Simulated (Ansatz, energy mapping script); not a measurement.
**CuF2 monolayer: a spin model with pencil and paper**

A handful of total energies of CuF2 monolayer fix a spin model. One order is withheld as a test.

Calculated with Ansatz 0.2.0; LDA with U = 10.5 eV on Cu d, ortho-atomic projectors; plane waves, U on orthogonalised atomic orbitals unless named otherwise, collinear spin, no spin–orbit coupling.

**1. Starting point**

The cell holds 3 atoms: 1 Cu and 2 F. Cell: a = 3.733 Å, b = 3.733 Å, c = 15.000 Å, α = 90.0°, β = 90.0°, γ = 90.0°. It derives from CuF2. one layer cut from the bulk crystal, unrelaxed, 15 A of vacuum. Vacuum lies along c.

The cell comes from a database of computed structures, and need not be the one that the compound takes in experiment.

**2. Two of the runs**

The parallel order and one order with opposed moments, in one cell and on one mesh:

input.yaml reads:

```yaml
crystal:
  lattice:
    - [3.732798, 0.0, 0.0]
    - [0.0, 7.465596, 0.0]
    - [0.0, 0.0, 15.0]
  atoms:
    - { symbol: Cu, position: [0.0, 0.0, 0.5], spin: 1.0 }
    - { symbol: Cu, position: [0.0, 0.5, 0.5], spin: 1.0 }
    - { symbol: F, position: [0.5, 0.0, 0.5] }
    - { symbol: F, position: [0.5, 0.5, 0.5] }
    - { symbol: F, position: [0.0, 0.25, 0.5] }
    - { symbol: F, position: [0.0, 0.75, 0.5] }
magnetization:
  spin_polarized: true
kpoints:
  mp_grid: { grid: [9, 5, 1] }
hamiltonian:
  xc: lda
  hubbard:
    sites:
      - { species: Cu, l: d, u_eff: 10.5 }
      - { site: 0, l: d, u_eff: 10.5, starting_ns: [{ spin: up, occupation_matrix: cu1_major }, { spin: down, occupation_matrix: cu1_minor }] }
      - { site: 1, l: d, u_eff: 10.5, starting_ns: [{ spin: up, occupation_matrix: cu1_major }, { spin: down, occupation_matrix: cu1_minor }] }
    projectors: ortho-atomic
    occupation_matrices:
      cu1_major:
        matrix:
          - [0.989, 0.0, 0.0, 0.0, 0.0]
          - [0.0, 0.996, 0.0, 0.0, 0.0]
          - [0.0, 0.0, 0.996, 0.0, 0.0]
          - [0.0, 0.0, 0.0, 0.992, 0.0]
          - [0.0, 0.0, 0.0, 0.0, 0.995]
      cu1_minor:
        matrix:
          - [0.988, 0.0, 0.0, 0.0, 0.0]
          - [0.0, 0.997, 0.0, 0.0, 0.0]
          - [0.0, 0.0, 0.997, 0.0, 0.0]
          - [0.0, 0.0, 0.0, 0.186, 0.0]
          - [0.0, 0.0, 0.0, 0.0, 0.996]
scf:
  occupations: { method: fermi_dirac, width: 0.05 }
output:
  eigenvalues: true
```

The run is started by

```bash
ansatz run input.yaml --threads 4 --pin off --max-ram 8192MiB --backend cpu --events-out ev --progress --plain --runs-dir out
```

Numbers of over 12 decimals in the logs are rounded to 6 here.

Output:

```text
Engine: ansatz 0.2.0, aarch64-unknown-linux-gnu
Pseudopotentials: kind: paw
Pseudopotential: Cu, paw, valence charge 19, recommended cutoff 420 eV (normal), Cu.paw.azcp
Pseudopotential: F, paw, valence charge 7, recommended cutoff 420 eV (normal), F.paw.azcp
Functional definition: SPW92
  exchange = slater_x
  correlation = pw_c
Crystal: 6 atoms, lattice volume = 418.013 Å³
Basis set: ecut = 420 eV, 8143 PW (Γ)
[...]
k-point 1 ↑: bands = [... 29 lower, -7.0272, -6.9198, -6.8600, -6.7963, -6.7279, -0.7288, 1.3510, 1.3556, ... 4 higher]
  k-point 2 ↑: bands = [... 29 lower, -7.0077, -7.0025, -6.9627, -6.7761, -6.7500, -0.2104, 0.5343, 1.5689, ... 4 higher]
  k-point 14 ↓: bands = [... 29 lower, -6.7477, -6.3928, -6.2012, -2.0805, -1.5670, 2.2321, 2.5523, 2.6311, ... 4 higher]
Occupation matrices written to <dir>
[key lines of the parts left out:]
SCF converged after 14 iterations
Magnetization: 2.0000 μB (34.0000 up, 32.0000 down)
Free energy (F): -16279.491284 eV
Fermi energy:    -4.489556 eV
```

The job ended after 9.2 s (4 threads of Arm Neoverse V2, shared host; peak memory 0.96 GiB; 36 s of CPU time).

input.yaml: that of step 2 with these lines changed.

```diff
@@ -7,3 +7,3 @@
     - { symbol: Cu, position: [0.0, 0.0, 0.5], spin: 1.0 }
-    - { symbol: Cu, position: [0.0, 0.5, 0.5], spin: 1.0 }
+    - { symbol: Cu, position: [0.0, 0.5, 0.5], spin: -1.0 }
     - { symbol: F, position: [0.5, 0.0, 0.5] }
@@ -22,3 +22,3 @@
       - { site: 0, l: d, u_eff: 10.5, starting_ns: [{ spin: up, occupation_matrix: cu1_major }, { spin: down, occupation_matrix: cu1_minor }] }
-      - { site: 1, l: d, u_eff: 10.5, starting_ns: [{ spin: up, occupation_matrix: cu1_major }, { spin: down, occupation_matrix: cu1_minor }] }
+      - { site: 1, l: d, u_eff: 10.5, starting_ns: [{ spin: up, occupation_matrix: cu1_minor }, { spin: down, occupation_matrix: cu1_major }] }
     projectors: ortho-atomic
```

Output:

```text
[...]
Crystal: 6 atoms, lattice volume = 418.013 Å³
Basis set: ecut = 420 eV, 8143 PW (Γ)
Bands: 41, of which v1, the nominal top of the filled ones, is band 33 counted from 1 (32 counted from 0)
Symmetry: 8 space group operations
[...]
k-points: 15 of 45
[...]
Starting moments: Σ|m| = 2 μB on 2 of 6 sites
[...]
k-point 1 ↑: bands = [... 29 lower, -6.8680, -6.8409, -6.7706, -6.6835, -3.1250, -0.6753, 1.3549, 1.4506, ... 4 higher]
  k-point 2 ↑: bands = [... 29 lower, -6.9766, -6.9243, -6.7457, -6.7110, -3.0966, -0.1506, 0.6149, 1.5739, ... 4 higher]
  k-point 14 ↓: bands = [... 29 lower, -6.7661, -6.6035, -6.4289, -6.2405, -1.9098, 2.1621, 2.5509, 2.6316, ... 4 higher]
Occupation matrices written to <dir>
[key lines of the parts left out:]
SCF converged after 16 iterations
Magnetization: 0.0000 μB (33.0000 up, 33.0000 down)
Free energy (F): -16279.576075 eV
Fermi energy:    -4.594604 eV
```

It took 6.5 s on 4 threads; peak memory 0.96 GiB.

At zero occupation width the energies are -16279.49128 and -16279.57608 eV for 2 Cu atoms, so ΔE = 1000 × (-16279.57608 − (-16279.49128)) / 2 = -42.40 meV a magnetic atom.

**3. The orders used, and who is opposed**

Each order is measured in this way from the parallel run of its own cell. n counts, for a mean magnetic atom, the neighbours of each shell whose moment is opposed.

| order | ΔE (meV) | n at 3.73 Å (of 4) | n at 5.28 Å (of 4) | n at 7.47 Å (of 4) |
| --- | --- | --- | --- | --- |
| compensated +− in cell A | -42.40 | 2 | 4 | 0 |
| compensated +− in cell B | -78.75 | 4 | 0 | 0 |
| uncompensated ++− in cell C | -54.90 | 2.67 | 1.33 | 2.67 |
| uncompensated ++− in cell D | ? | 1.33 | 2.67 | 1.33 |

Wanted: the couplings, and ΔE of the order “uncompensated ++− in cell D”.

**4. The equations**

With E = −Σ J e·e over ordered pairs of unit vectors, an atom's energy is −Σ J (z − 2n), since each opposed neighbour turns +1 into −1. Against the parallel order, ΔE = 2 Σ n J:

- 4 J₁ + 8 J₂ = -42.40
- 8 J₁ = -78.75
- 5.34 J₁ + 2.66 J₂ + 5.34 J₃ = -54.90

Cramer's rule: the determinant of the left side is D = -341.8; with the column of each J replaced by the energies it is D₁ = 3364, D₂ = 129.2 and D₃ = 85.03. So J₁ = -9.84 meV, J₂ = -0.378 meV and J₃ = -0.249 meV.

**5. The order left out**

ΔE = 2.66 × (-9.84) + 5.34 × (-0.378) + 2.66 × (-0.249) = -28.87 meV.

**6. Mean-field temperature**

In the lowest order (compensated +− in cell B) a spin feels the field h = 2 J₀ m with J₀ = Σ J (z − 2n) = (-9.84) × (-4) + (-0.378) × (4) + (-0.249) × (4) = 36.87 meV. For classical unit spins m ≈ h/3k_BT near the transition, so k_BT = 2 J₀/3 and T = 2 × 36.87 / (3 × 0.08617) = 285 K.

**7. Results**

| Property | Result |
| --- | --- |
| J₁, Cu–Cu at 3.73 Å | -9.84 meV |
| J₂, Cu–Cu at 5.28 Å | -0.378 meV |
| J₃, Cu–Cu at 7.47 Å | -0.249 meV |
| ΔE predicted for the withheld order | -28.9 meV |
| ΔE of the withheld run | -28.6 meV |
| mean-field temperature by hand | 285 K |

**Reading.** The hand solution predicts -28.87 meV and the withheld run gave -28.60 meV, a miss of 0.27 meV on a scale of 78.8 meV, so these shells carry the energies well. A least-squares fit to all 4 orders gives -9.85, -0.360 and -0.242 meV. The least-squares couplings give 286 K in mean field. These couplings act within layers or chains, so the value is a scale of energy and no ordering temperature. This set was picked because its moments stay put and its equations are well conditioned; many sets are less well behaved. Shells left out of the hand model add to these values wherever the orders used reverse them, so each J is partly a sum. A fit with one more shell, at 8.35 Å, gives -9.9, -0.38, -0.22 and 0.045 meV and 286 K in mean field.

[Logs and program files are shortened in this print: banners, set-up blocks, solver, clock and traceback lines can be left out without a mark of their own.]

[Logs are printed without paths, hosts, clocks, repeated set-up lines and the standing remarks that a program may print on its own settings, such as how far it seeks lower states.]

[Hosts, paths, dates, database ids (printed as entryN), source tags and the programs' standing remarks are cut or masked in the printed files.]

[Where a cell is said to come from a database of computed structures, the database is the Materials Project.]
